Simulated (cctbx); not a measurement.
## Occupancies in FeAg2Br4

Cell a = 5.2880 Å, b = 14.4730 Å, c = 4.4860 Å, α = 90.00°, β = 90.00°, γ = 90.00°; space group Cmmm (no. 65); nominal formula FeAg2Br4.

The data are simulated with cctbx, not measured: Cu Kα, λ = 1.54184 Å, to d = 0.83 Å, 80 % of the full sphere, strongest reflection 70000 counts, noise from counting, a 1.5 % proportional error and a noise floor of 15 counts (s.d.); no absorption, and some extinction, which the refinements don't model.

With every site full:

```text
Rint 0.015, 208 unique reflections to 0.83 A
cycle     R1     wR2    GooF  max shift (A)
   1  0.0973  0.2089  14.925   0.00038
   2  0.0155  0.0399   2.847   0.00000
final R1 0.0155 wR2 0.0399 GooF 2.847  parameters 17  data/parameter 12.2
atom        x        y        z      Ueq    occ   su(xyz)  su(Uiso or U11)
Ag1    0.50000  0.14842  0.50000   0.0070  1.000  0.00004  0.0003
Br1    0.50000  0.34297  0.00000   0.0070  1.000  0.00005  0.0005
Br2    0.00000  0.00000  0.50000   0.0069  1.000  0.00000  0.0005
Br3    0.50000  0.00000  0.00000   0.0072  1.000  0.00000  0.0005
Fe2    0.00000  0.00000  0.00000  -0.0002  1.000  0.00000  0.0008  NPD
difference map: max 1.55 min -0.94 rms 0.17
Q1    0.0000  0.0000  0.0000    2    1.56  0.00 A from Fe2
Q2    0.2501  0.4241  0.0000    8    0.34  1.72 A from Fe2
Q3    0.0000  0.1577  0.5000    4    0.30  2.24 A from Br1
Q4    0.0000  0.2385  0.5000    4    0.28  1.64 A from Ag1
Q5    0.2218  0.0000  0.2485    8    0.27  1.62 A from Fe2
Q6    0.2105  0.1261  0.2810   16    0.26  1.74 A from Br1
```

With the occupancies of the suspect sites free, each still typed as its main element:

```text
Rint 0.015, 208 unique reflections to 0.83 A
cycle     R1     wR2    GooF  max shift (A)
   1  0.0512  0.1077   7.733   0.00021
  15  0.0079  0.0147   1.059   0.00001
final R1 0.0079 wR2 0.0147 GooF 1.056  parameters 19  data/parameter 10.9
atom        x        y        z      Ueq    occ   su(xyz)  su(Uiso or U11)
Ag1    0.50000  0.14838  0.50000   0.0060  0.977  0.00001  0.0001
Br1    0.50000  0.34303  0.00000   0.0072  1.000  0.00002  0.0002
Br2    0.00000  0.00000  0.50000   0.0071  1.000  0.00000  0.0002
Br3    0.50000  0.00000  0.00000   0.0074  1.000  0.00000  0.0002
Fe2    0.00000  0.00000  0.00000   0.0052  1.100  0.00000  0.0003
su of occupancy Ag1: 0.002
su of occupancy Fe2: 0.004
difference map: max 0.30 min -0.51 rms 0.09
Q1    0.2336  0.4211  0.0000    8    0.31  1.68 A from Br3
Q2    0.2151  0.4216  0.3034   16    0.27  1.76 A from Ag1
Q3    0.2030  0.1252  0.3062   16    0.24  1.80 A from Br1
Q4    0.2238  0.2725  0.2885   16    0.21  1.90 A from Ag1
Q5    0.2500  0.2500  0.0000    4    0.21  1.89 A from Br1
Q6    0.0000  0.4578  0.4208    8    0.20  1.58 A from Ag1
```

**Question.** What is the disorder?

X-rays count electrons. Ag1 refines to 0.977(0.002), or 45.9 electrons; the site truly holds 0.95 Ag and 0.05 Fe, 45.9 electrons, which is 0.978 of Ag; Fe2 refines to 1.100(0.004), or 28.6 electrons; the site truly holds 0.9 Fe and 0.1 Ag, 28.1 electrons, which is 1.081 of Fe. A value under 1 can't tell vacancies from a lighter guest, and one over 1 needs a heavier guest; chemistry or a second radiation must settle which. Occupancy correlates with U and the scale, and the two elements' form factors differ in shape, so the match is approximate.

Freeing them takes R1 from 0.0155 to 0.0079 and GooF from 2.85 to 1.06.

This is a model crystal, built by substitution and not relaxed, with assumed displacement parameters.

[Middle refinement cycles are left out of these outputs.]

[Logs are printed without paths, hosts, clocks, repeated set-up lines and the standing remarks that a program may print on its own settings, such as how far it seeks lower states.]
